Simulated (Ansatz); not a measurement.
# A hypothetical structure for KBe2Te2

Starting from a made-up structure for KBe2Te2, the aim is the relaxed cell, its shortest contacts and, where a second run follows, its electronic structure.

Main program and level: Ansatz 0.2.0; DFT, r2SCAN, plane-wave PAW, files of the set soft_1, scalar-relativistic, no spin, cell and ions relaxed at zero pressure; PAW set soft_1, in the first sound run; inputs show where later runs differ.

### 1. Set-up

It takes space group I4/mmm (No. 139, tetragonal). Conventional cell: a = 3.835 Å, b = 3.835 Å, c = 15.857 Å, α = 90.00°, β = 90.00°, γ = 90.00°. Nearest to Te lie 4 Be at 2.59 Å and 4 K at 3.51 Å. K has 8 Te at 3.51 Å and 4 K at 3.83 Å nearest. Nearest to Be lie 4 Te at 2.59 Å. Farther neighbours and most contacts between anions are not listed.

Coordinates:

```cif
data_structure
_symmetry_space_group_name_H-M 'P 1'
_symmetry_Int_Tables_number 1
_cell_length_a 8.3794
_cell_length_b 8.3794
_cell_length_c 8.3794
_cell_angle_alpha 153.543
_cell_angle_beta 153.543
_cell_angle_gamma 37.764
_cell_volume 116.61
loop_
_atom_site_label
_atom_site_type_symbol
_atom_site_fract_x
_atom_site_fract_y
_atom_site_fract_z
_atom_site_occupancy
Te1 Te 0.35950 0.35950 0.00000 1
Te2 Te 0.64050 0.64050 0.00000 1
K3 K 0.00000 0.00000 0.00000 1
Be4 Be 0.25000 0.75000 0.50000 1
Be5 Be 0.75000 0.25000 0.50000 1
```

### 2. Relaxing cell and atoms

The guessed cell has no reason to be at equilibrium. It is relaxed with the atoms, within the space group of the guess.

input.yaml

```yaml
crystal:
  lattice:
    - [-1.9175, 1.9175, 7.9285]
    - [1.9175, -1.9175, 7.9285]
    - [1.9175, 1.9175, -7.9285]
  atoms:
    - { symbol: Te, position: [0.3595, 0.3595, 0.0] }
    - { symbol: Te, position: [0.6405, 0.6405, 0.0] }
    - { symbol: K, position: [0.0, 0.0, 0.0] }
    - { symbol: Be, position: [0.25, 0.75, 0.5] }
    - { symbol: Be, position: [0.75, 0.25, 0.5] }
kpoints:
  mp_grid: { grid: [10, 10, 10] }
scf:
  occupations: { method: fermi_dirac, width: 0.05 }
hamiltonian:
  xc: r2scan
  pseudopotentials: { kind: paw, azcp: { folder: soft_1 } }
relax:
  f_tol: 0.015
  max_steps: 70
  cell: {}
output:
  forces: true
  stress: true
```

The run is started by

```sh
ansatz run input.yaml --threads 4 --pin off --max-ram 8192MiB --backend cpu --events-out ev --progress --plain --runs-dir out
```

Numbers of over 12 decimals in the logs are rounded to 6 here.

What it wrote:

```text
basis.fft_grid_basis auto: the FFT boxes are laid along the combinations [[1, 0, 1], [0, 1, 1], [0, 0, 1]] of the cell's own vectors, 3.835, 3.835 and 8.379 Å long. The dense box has 30×30×64 points. Along the cell's own vectors, as sized, it would have 64×64×64, 4.55 times as many. Of the 16 symmetry operations that the crystal satisfies within crystal.symmetry.tolerance (time reversal apart; of a slab, those that k [...]
Engine: ansatz 0.2.0, aarch64-unknown-linux-gnu
Pseudopotentials: kind: paw
Pseudopotential: Te, paw, valence charge 16, recommended cutoff 500 eV (meta_gga), soft_1/Te.paw.azcp
Pseudopotential: K, paw, valence charge 9, recommended cutoff 500 eV (meta_gga), soft_1/K.paw.azcp
Pseudopotential: Be, paw, valence charge 2, recommended cutoff 500 eV (meta_gga), soft_1/Be.paw.azcp
Functional definition: r2SCAN
  parameter k0 = 0.174
  parameter k1 = 0.065
  parameter a1 = 4.9479
  exchange = r2scan_x(k0 = k0, k1 = k1, a1 = a1)
  correlation = r2scan_c
Crystal: 5 atoms, lattice volume = 116.606 Å³
Basis set: ecut = 500 eV, 2913 PW (Γ), FFT grids on a1+a3, a2+a3, a3, exchange–correlation on 120×120×256 points (64 copies of the dense FFT grid, shifted against one another)
Bands: 28, of which v1, the nominal top of the filled ones, is band 23 counted from 1 (22 counted from 0)
Symmetry: 16 space group operations
Space group: I4/mmm (ITA 139), of the structure as read, at distance tolerance 4.9e-5 Å
k-points: 102 of 1000
Non-local potential: Te, projectors of the file, l = 0: 2, l = 1: 2, l = 2: 2, l = 3: 1
Non-local potential: K, projectors of the file, l = 0: 3, l = 1: 2, l = 2: 2
Non-local potential: Be, projectors of the file, l = 0: 2, l = 1: 2, l = 2: 1
PAW form: soft (Blöchl's): semilocal exchange-correlation on the pseudo side does not see the compensation charge
PAW frozen core: Te, regenerated for the run's functional (the file was generated under x = pbe(κ = 0.804, μ = 0.219515), c = pbe(β = 0.066725))
PAW frozen core: K, regenerated for the run's functional (the file was generated under x = pbe(κ = 0.804, μ = 0.219515), c = pbe(β = 0.066725))
PAW frozen core: Be, regenerated for the run's functional (the file was generated under x = pbe(κ = 0.804, μ = 0.219515), c = pbe(β = 0.066725))
PAW one-centre angular grid: Te, 590 points (default); XC on 160 Gauss nodes
PAW one-centre angular grid: K, 302 points (default); XC on 160 Gauss nodes
PAW one-centre angular grid: Be, 302 points (default); XC on 224 Gauss nodes
Initial density: superposition of atomic densities (chi_scale 0.1, normalization cell, long waves kept (reshape's long-wave potential 0.14 eV rms))
Initial wavefunctions: pseudopotential atomic-orbital guess
Functional: x = r2scan, c = r2scan; τ floored in thin density (d = 2e-4 eV/Å³)
SCF iter   1: F=—  HF=-15720.594119 eV  |F-HF|=—  |Δ(HF+E_count)|=         —  Δρ=3.08e-2  dr2=4.54e0  dr2_τ=5.64e-2  ethr=3.10e-3  ⟨swp⟩=10.1  Hψ=16605  notcnv=0
preconditioner: auto → Kerker (q_TF=auto, 2.328 Å⁻¹)  [metal: Δε(μ)=0.008 eV  Ē_g=8.261 eV  σ=0.050 eV  W_gap=0.04  n_scr=24 (ndim 8)  ℏωp=14.1 eV  f_vac=0.000  D(μ)=2.28/eV (n_scr^D=12)]
SCF iter   2: F=—  HF=-15720.100188 eV  |F-HF|=—  |Δ(HF+E_count)|=   4.94e-1  Δρ=1.83e-2  dr2=2.13e0  dr2_τ=6.32e-3  ethr=3.10e-3  ⟨swp⟩=2.9  Hψ=4334  notcnv=0  defer=7
SCF iter   3: F=—  HF=-15719.736150 eV  |F-HF|=—  |Δ(HF+E_count)|=   3.64e-1  Δρ=5.55e-3  dr2=2.10e-1  dr2_τ=1.94e-3  ethr=3.10e-3  ⟨swp⟩=3.9  Hψ=5955  notcnv=0  defer=11
SCF iter   4: F=—  HF=-15719.702154 eV  |F-HF|=—  |Δ(HF+E_count)|=   3.40e-2  Δρ=2.15e-3  dr2=7.96e-3  dr2_τ=3.20e-4  ethr=4.66e-4  ⟨swp⟩=4.0  Hψ=4822  notcnv=0  defer=12
SCF iter   5: F=—  HF=-15719.704991 eV  |F-HF|=—  |Δ(HF+E_count)|=   2.84e-3  Δρ=7.07e-4  dr2=8.27e-4  dr2_τ=2.13e-5  ethr=1.77e-5  ⟨swp⟩=2.1  Hψ=4786  notcnv=0  defer=10
SCF iter   6: F=—  HF=-15719.705143 eV  |F-HF|=—  |Δ(HF+E_count)|=   1.52e-4  Δρ=1.61e-4  dr2=4.46e-5  dr2_τ=1.69e-6  ethr=1.84e-6  ⟨swp⟩=2.0  Hψ=4058  notcnv=0  defer=10
SCF iter   7: F=—  HF=-15719.705154 eV  |F-HF|=—  |Δ(HF+E_count)|=   1.09e-5  Δρ=5.90e-5  dr2=4.83e-6  dr2_τ=1.97e-7  ethr=9.92e-8  ⟨swp⟩=2.3  Hψ=5117  notcnv=0  defer=9
SCF iter   8: F=—  HF=-15719.705156 eV  |F-HF|=—  |Δ(HF+E_count)|=   2.03e-6  Δρ=2.13e-5  dr2=5.23e-7  dr2_τ=3.04e-8  ethr=1.07e-8  ⟨swp⟩=3.0  Hψ=5610  notcnv=0  defer=9
SCF iter   9: F=-15719.705156 eV  HF=-15719.705156 eV  |F-HF|=4.83e-9  |Δ(HF+E_count)|=   1.32e-7  Δρ=6.14e-6  dr2=8.85e-8  dr2_τ=2.05e-9  ethr=2.22e-10  ⟨swp⟩=5.0  Hψ=11094  notcnv=0
SCF 1 converged in 9 iterations: F = -15719.705156 eV  dr2 = 8.85e-8
  greatest PAW one-centre occupation: 0.997 electrons in one spin orbital (limit 2), on the Te atom at site 1 (counted from 0), in its partial waves of l = 2
relax step   1: F+E_penalty+E_count = -15719.70515598 eV  Δ(F+E_penalty+E_count) = +0.000e0 eV  max|allowed force component| = 1.027e0 eV/Å  Δτ_max = 0.0000 Å  P = +0.546 GPa  Ω = 116.606 Å³  (9 SCF iters, dr2 threshold 1.00e-7 eV, accepted)
Crystal: 5 atoms, lattice volume = 120.013 Å³
Basis set: ecut = 500 eV, 2997 PW (Γ), FFT grids on a1+a3, a2+a3, a3, exchange–correlation on 120×120×256 points (64 copies of the dense FFT grid, shifted against one another)
Initial density: handed on by an earlier stage of this run
Initial wavefunctions: those handed on with the density
iter 1 solved again at ethr=1.64e-4 eV; its pass at ethr=3.10e-3 eV (dr2=7.36e-2 eV) is discarded
SCF iter   1: F=—  HF=-15719.353371 eV  |F-HF|=—  |Δ(HF+E_count)|=         —  Δρ=9.47e-3  dr2=7.97e-2  dr2_τ=4.86e-1  ethr=1.64e-4  ⟨swp⟩=1.8  Hψ=19113  notcnv=0
preconditioner: auto → Kerker (q_TF=auto, 2.317 Å⁻¹)  [metal: Δε(μ)=0.014 eV  Ē_g=6.971 eV  σ=0.050 eV  W_gap=0.07  n_scr=24 (ndim 8)  ℏωp=12.2 eV  f_vac=0.001  D(μ)=3.20/eV (n_scr^D=20)]
SCF iter   2: F=—  HF=-15719.945452 eV  |F-HF|=—  |Δ(HF+E_count)|=   5.92e-1  Δρ=5.87e-3  dr2=3.17e-2  dr2_τ=3.46e-4  ethr=1.64e-4  ⟨swp⟩=3.2  Hψ=5308  notcnv=0
SCF iter   3: F=—  HF=-15719.944830 eV  |F-HF|=—  |Δ(HF+E_count)|=   6.22e-4  Δρ=1.11e-3  dr2=7.26e-3  dr2_τ=1.15e-4  ethr=7.04e-5  ⟨swp⟩=2.2  Hψ=3690  notcnv=0
SCF iter   4: F=—  HF=-15719.944487 eV  |F-HF|=—  |Δ(HF+E_count)|=   3.43e-4  Δρ=7.95e-4  dr2=2.42e-3  dr2_τ=2.77e-5  ethr=1.61e-5  ⟨swp⟩=1.6  Hψ=2943  notcnv=0
SCF iter   5: F=—  HF=-15719.944405 eV  |F-HF|=—  |Δ(HF+E_count)|=   8.17e-5  Δρ=1.43e-4  dr2=6.36e-5  dr2_τ=1.69e-6  ethr=5.39e-6  ⟨swp⟩=2.0  Hψ=3310  notcnv=0
SCF iter   6: F=—  HF=-15719.944425 eV  |F-HF|=—  |Δ(HF+E_count)|=   1.93e-5  Δρ=9.26e-5  dr2=1.26e-5  dr2_τ=2.56e-7  ethr=1.41e-7  ⟨swp⟩=2.0  Hψ=5252  notcnv=0
[...]
SCF iter   6: F=—  HF=-15720.044625 eV  |F-HF|=—  |Δ(HF+E_count)|=   2.42e-5  Δρ=1.58e-4  dr2=1.13e-4  dr2_τ=2.07e-6  ethr=8.05e-7  ⟨swp⟩=1.5  Hψ=2929  notcnv=0
SCF iter   7: F=—  HF=-15720.044620 eV  |F-HF|=—  |Δ(HF+E_count)|=   4.59e-6  Δρ=9.00e-5  dr2=3.18e-5  dr2_τ=7.47e-7  ethr=2.50e-7  ⟨swp⟩=1.6  Hψ=2990  notcnv=0
SCF iter   8: F=—  HF=-15720.044620 eV  |F-HF|=—  |Δ(HF+E_count)|=   3.08e-7  Δρ=3.01e-5  dr2=3.81e-6  dr2_τ=6.61e-8  ethr=7.06e-8  ⟨swp⟩=2.0  Hψ=3925  notcnv=0
SCF iter   9: F=-15720.044620 eV  HF=-15720.044620 eV  |F-HF|=7.39e-9  |Δ(HF+E_count)|=   3.80e-8  Δρ=4.84e-6  dr2=3.42e-8  dr2_τ=9.21e-10  ethr=1.11e-9  ⟨swp⟩=3.4  Hψ=11191  notcnv=0
SCF 3 converged in 9 iterations: F = -15720.044620 eV  dr2 = 3.42e-8
relax step   3: F+E_penalty+E_count = -15720.04462025 eV  Δ(F+E_penalty+E_count) = -1.002e-1 eV  max|allowed force component| = 2.223e-1 eV/Å  Δτ_max = 0.0012 Å  P = +0.516 GPa  Ω = 125.777 Å³  energy of the carried Pulay correction = -6.234e-4 eV  (9 SCF iters, dr2 threshold 5.00e-7 eV, accepted)
[...]
relax step   4: F+E_penalty+E_count = -15720.22423471 eV  Δ(F+E_penalty+E_count) = -1.796e-1 eV  max|allowed force component| = 2.493e-1 eV/Å  Δτ_max = 0.0616 Å  P = -0.307 GPa  Ω = 133.195 Å³  energy of the carried Pulay correction = -1.094e-3 eV  (7 SCF iters, dr2 threshold 5.00e-7 eV, accepted)
[...]
relax step   5: F+E_penalty+E_count = -15720.30547468 eV  Δ(F+E_penalty+E_count) = -8.124e-2 eV  max|allowed force component| = 1.216e-1 eV/Å  Δτ_max = 0.0596 Å  P = -0.842 GPa  Ω = 137.658 Å³  energy of the carried Pulay correction = -1.365e-3 eV  (6 SCF iters, dr2 threshold 5.00e-7 eV, accepted)
[...]
relax step   6: F+E_penalty+E_count = -15720.32308156 eV  Δ(F+E_penalty+E_count) = -1.761e-2 eV  max|allowed force component| = 8.180e-2 eV/Å  Δτ_max = 0.0267 Å  P = -0.406 GPa  Ω = 134.473 Å³  energy of the carried Pulay correction = -1.173e-3 eV  (6 SCF iters, dr2 threshold 5.00e-7 eV, accepted)
[...]
relax step   7: F+E_penalty+E_count = -15720.33194129 eV  Δ(F+E_penalty+E_count) = -8.860e-3 eV  max|allowed force component| = 2.755e-2 eV/Å  Δτ_max = 0.0426 Å  P = +0.038 GPa  Ω = 130.516 Å³  energy of the carried Pulay correction = -9.275e-4 eV  (6 SCF iters, dr2 threshold 5.00e-7 eV, accepted)
[...]
relax step   8: F+E_penalty+E_count = -15720.33212355 eV  Δ(F+E_penalty+E_count) = -1.823e-4 eV  max|allowed force component| = 3.135e-5 eV/Å  Δτ_max = 0.0071 Å  P = -0.008 GPa  Ω = 131.015 Å³  energy of the carried Pulay correction = -9.589e-4 eV  (6 SCF iters, dr2 threshold 4.74e-8 eV, accepted)
Basis set: ecut = 500 eV, 3305 PW (Γ), FFT grids on a1+a3, a2+a3, a3, exchange–correlation on 128×128×240 points (64 copies of the dense FFT grid, shifted against one another)
Initial wavefunctions: pseudopotential atomic-orbital guess (no wavefunctions were taken with the density)
iter 1 solved again at ethr=2.86e-6 eV; its pass at ethr=3.10e-3 eV (dr2=1.29e-3 eV) is discarded
SCF iter   1: F=—  HF=-15720.334610 eV  |F-HF|=—  |Δ(HF+E_count)|=         —  Δρ=2.48e-4  dr2=8.34e-6  dr2_τ=3.56e-5  ethr=2.86e-6  ⟨swp⟩=2.9  Hψ=23589  notcnv=0
eigensolver tolerance schedule: the retry pair's looser diagonalisation over-reported the residual by 153.22 of it (diagonalisation noise at 0.16 of the residual, at the tolerance the schedule requests for it); recorded, not acted on — ethr = c·dr2/N_el stays at c = 1.0e-1
preconditioner: auto → LDOS  [metal: Δε(μ)=0.060 eV  Ē_g=6.729 eV  σ=0.050 eV  W_gap=0.28  n_scr=32 (ndim 8)  ℏωp=11.7 eV  f_vac=0.024  D(μ)=1.04/eV (n_scr^D=2)  β→1.0]
SCF iter   2: F=—  HF=-15720.334974 eV  |F-HF|=—  |Δ(HF+E_count)|=   3.64e-4  Δρ=3.27e-5  dr2=9.83e-7  dr2_τ=8.36e-8  ethr=1.85e-8  ⟨swp⟩=2.2  Hψ=5270  notcnv=0
SCF iter   3: F=—  HF=-15720.334972 eV  |F-HF|=—  |Δ(HF+E_count)|=   1.92e-6  Δρ=1.26e-5  dr2=3.59e-7  dr2_τ=9.79e-9  ethr=2.18e-9  ⟨swp⟩=2.0  Hψ=5192  notcnv=0
SCF iter   4: F=—  HF=-15720.334972 eV  |F-HF|=—  |Δ(HF+E_count)|=   4.77e-8  Δρ=2.52e-6  dr2=8.22e-9  dr2_τ=6.32e-10  ethr=7.99e-10  ⟨swp⟩=2.0  Hψ=4793  notcnv=0
SCF iter   5: F=—  HF=-15720.334972 eV  |F-HF|=—  |Δ(HF+E_count)|=  1.98e-10  Δρ=7.73e-7  dr2=1.36e-9  dr2_τ=4.33e-11  ethr=1.83e-11  ⟨swp⟩=2.0  Hψ=5240  notcnv=0
SCF iter   6: F=-15720.334972 eV  HF=-15720.334972 eV  |F-HF|=1.46e-11  |Δ(HF+E_count)|=  1.96e-10  Δρ=1.59e-7  dr2=3.39e-11  dr2_τ=1.09e-12  ethr=1.00e-12  ⟨swp⟩=4.0  Hψ=13293  notcnv=0
SCF 9 converged in 6 iterations: F = -15720.334972 eV  dr2 = 3.39e-11
relax step   9: F+E_penalty+E_count = -15720.33497208 eV  Δ(F+E_penalty+E_count) = -2.849e-3 eV  max|allowed force component| = 2.347e-5 eV/Å  Δτ_max = 0.0000 Å  P = -0.003 GPa  Ω = 131.015 Å³  stress off target by 1.54e-2 GPa  SCF on the basis re-selected at this cell (its energy is not comparable with the rows above)  (6 SCF iters)
basis re-selected at this cell: Δ(F+E_penalty+E_count) = -2.849e-3 eV, ΔP = +0.005 GPa vs the last step (what re-selecting the basis moved, of the pressure what is left beyond the Pulay correction that the steps carried, after the strain that the cell walked since its last selection, with what the two solves' SCF thresholds leave and, on support functions, any second-order correction that the steps lacked; it is no measure of the basis error at this ecutwfc). The dense FFT grid was sized anew with the basis: this SCF ran on 32×32×60 points, the steps before it on 30×30×64, so part of this shift can come from that change (see relax.cell in the input reference). [rest of the remark cut]
SCF converged after 6 iterations
Free energy (F): -15720.334972 eV
Harris-Foulkes:  -15720.334972 eV  (|F-HF|=1.46e-11)
Internal energy: -15720.325985 eV  (E = F + TS)
E sigma→0 (E₀):  -15720.330479 eV
Entropy (-TS):   -0.008987 eV (-1.797 meV/atom)
Fermi energy:    8.299613 eV
--- Per-component energies (eV) ---
  E_band       = -699.705226
  E_kinetic    = 634.478533
  E_local      = -4298.285175  (includes V_loc(G=0)·N_el)
  E_nonlocal   = 154.877253
  E_hartree    = 2040.879763
  E_xc         = -396.320224
  E_vxc        = -444.428988  (∫ρ·V_xc dr)
  E_paw        = -10305.240429  (= ΣΔE_a)
  E_vpaw       = -854.161523  (= ΣTr[D̂ρ^β])
  E_aug_tail   = 0.000026  (compensation charges beyond the density's cutoff)
  E_vtau       = 26.055295  (kinetic-family band-sum trace: ∫τ·v_τ [+ j·A + Jᵃ·Aᵃ] dr)
  E_ewald      = -3551.065239
  E_core_change = 0.349508  (= ΣΔE_core)
  E_smearing   = -0.008987  (= −TS)
  E_closure    = 0.000000  (closes the sum)
  Σ components = -15720.334972   (vs F -15720.334972, Δ=0.00e0)
--- Forces (eV/Å), atoms counted from 1 ---
  atom   1  Te     0.00000000     0.00000000     0.00002347
  atom   2  Te     0.00000000    -0.00000000    -0.00002347
  atom   3  K     -0.00000000    -0.00000000     0.00000000
  atom   4  Be     0.00000000    -0.00000000     0.00000000
  atom   5  Be    -0.00000000    -0.00000000     0.00000000
  max |Σ_I F_I| component: 2.98e-18 eV/Å
--- Stress (GPa, compression-positive) ---
        0.002710       0.000000      -0.000000
        0.000000       0.002710       0.000000
       -0.000000       0.000000      -0.015438
  P = ⅓ Tr σ = -0.0033 GPa (-0.033 kbar)
--- Relaxed structure (8 steps of the walk, 8 accepted, 1 SCFs on fresh bases) ---
  F+E_penalty+E_count = -15720.33497208 eV   max|allowed force component| = 2.347e-5 eV/Å   (the final SCF, on the basis selected at the relaxed cell)
  cell:  # Å, volume = 131.0146 Å³
    - [-2.192942, 2.192942, 6.810916]
    - [2.192942, -2.192942, 6.810916]
    - [2.192942, 2.192942, -6.810916]
  atoms:
    - { symbol: Te, position: [0.343602, 0.343602, 0] }
    - { symbol: Te, position: [0.656398, 0.656398, 0] }
    - { symbol: K, position: [2.6802500574781983e-19, 2.6802500574781997e-19, 0] }
    - { symbol: Be, position: [0.250000, 0.750000, 0.500000] }
    - { symbol: Be, position: [0.750000, 0.250000, 0.500000] }
```

Elapsed: 79 s, on 4 threads of Arm Neoverse V2, shared host; peak memory 0.96 GiB; 5.2 min of CPU time.

Relaxation path:

```
step  energy less that of the first step (eV)  largest force component (eV/Å)  pressure (GPa)  volume (Å³)
   1                                   0.0000                          1.0275            0.55       116.61
   2                                  -0.2393                          0.2485            2.35       120.01
   3                                  -0.3395                          0.2223            0.52       125.78
   4                                  -0.5191                          0.2493           -0.31       133.19
   5                                  -0.6003                          0.1216           -0.84       137.66
   6                                  -0.6179                          0.0818           -0.41       134.47
   7                                  -0.6268                          0.0275            0.04       130.52
   8                                  -0.6270                          0.0000           -0.01       131.01
  9*                                  -0.6298                          0.0000            0.00       131.01
```

Relaxation steps marked * repeat the geometry before them on a plane-wave basis chosen anew for their cell, so energy and pressure can jump there.

The run keeps the 16 symmetry operations that it works with, so distortions that break them were not tested.

```
     cell as run  before   after   change
           a (Å)   8.379   7.484  -10.7 %
           b (Å)   8.379   7.484  -10.7 %
           c (Å)   8.379   7.484  -10.7 %
           α (°)  153.54  145.92   -5.0 %
           β (°)  153.54  145.92   -5.0 %
           γ (°)   37.76   48.96  +29.7 %
volume (Å³/atom)   23.32   26.20  +12.4 %
```

The atoms that moved most (Å, as changes of fractional coordinates times the final cell):

```
atom     dx     dy      dz  length
 Te2  0.000  0.000   0.217   0.217
 Te1  0.000  0.000  -0.217   0.217
```

Final coordinates:

```xyz
5
Lattice="-2.1929 2.1929 6.8109 2.1929 -2.1929 6.8109 2.1929 2.1929 -6.8109" Properties=species:S:1:pos:R:3 pbc="T T T"
Te    0.0000    0.0000    4.6805
Te    0.0000    0.0000    8.9413
K     0.0000    0.0000    0.0000
Be    2.1929    0.0000    3.4055
Be    0.0000    2.1929    3.4055
```

This step gave:

* free energy: -15720.3350 eV
* energy at zero smearing: -15720.3305 eV
* smearing term TS: 0.008987 eV
* Fermi energy: 8.300 eV
* electrons: 45
* symmetry operations: 16
* pressure: -0.003339 GPa

Shortest distances by pair of elements, guess and relaxed (not always the same contact):

```
 pair  guess (Å)  relaxed (Å)
Be–Te      2.587        2.537
Be–Be      2.712        3.101
 K–Te      3.510        3.763
Te–Te      3.835        4.015
 Be–K      4.404        4.050
```

The relaxation ends with a largest force component of 2.3e-5 eV/Å and a pressure of 0.00 GPa.

(Part 1 of 2 ends here.)

[Logs are printed without paths, hosts, clocks, repeated set-up lines and the standing remarks that a program may print on its own settings, such as how far it seeks lower states.]

[Hosts, paths, dates, database ids (printed as entryN), source tags and the programs' standing remarks are cut or masked in the printed files.]
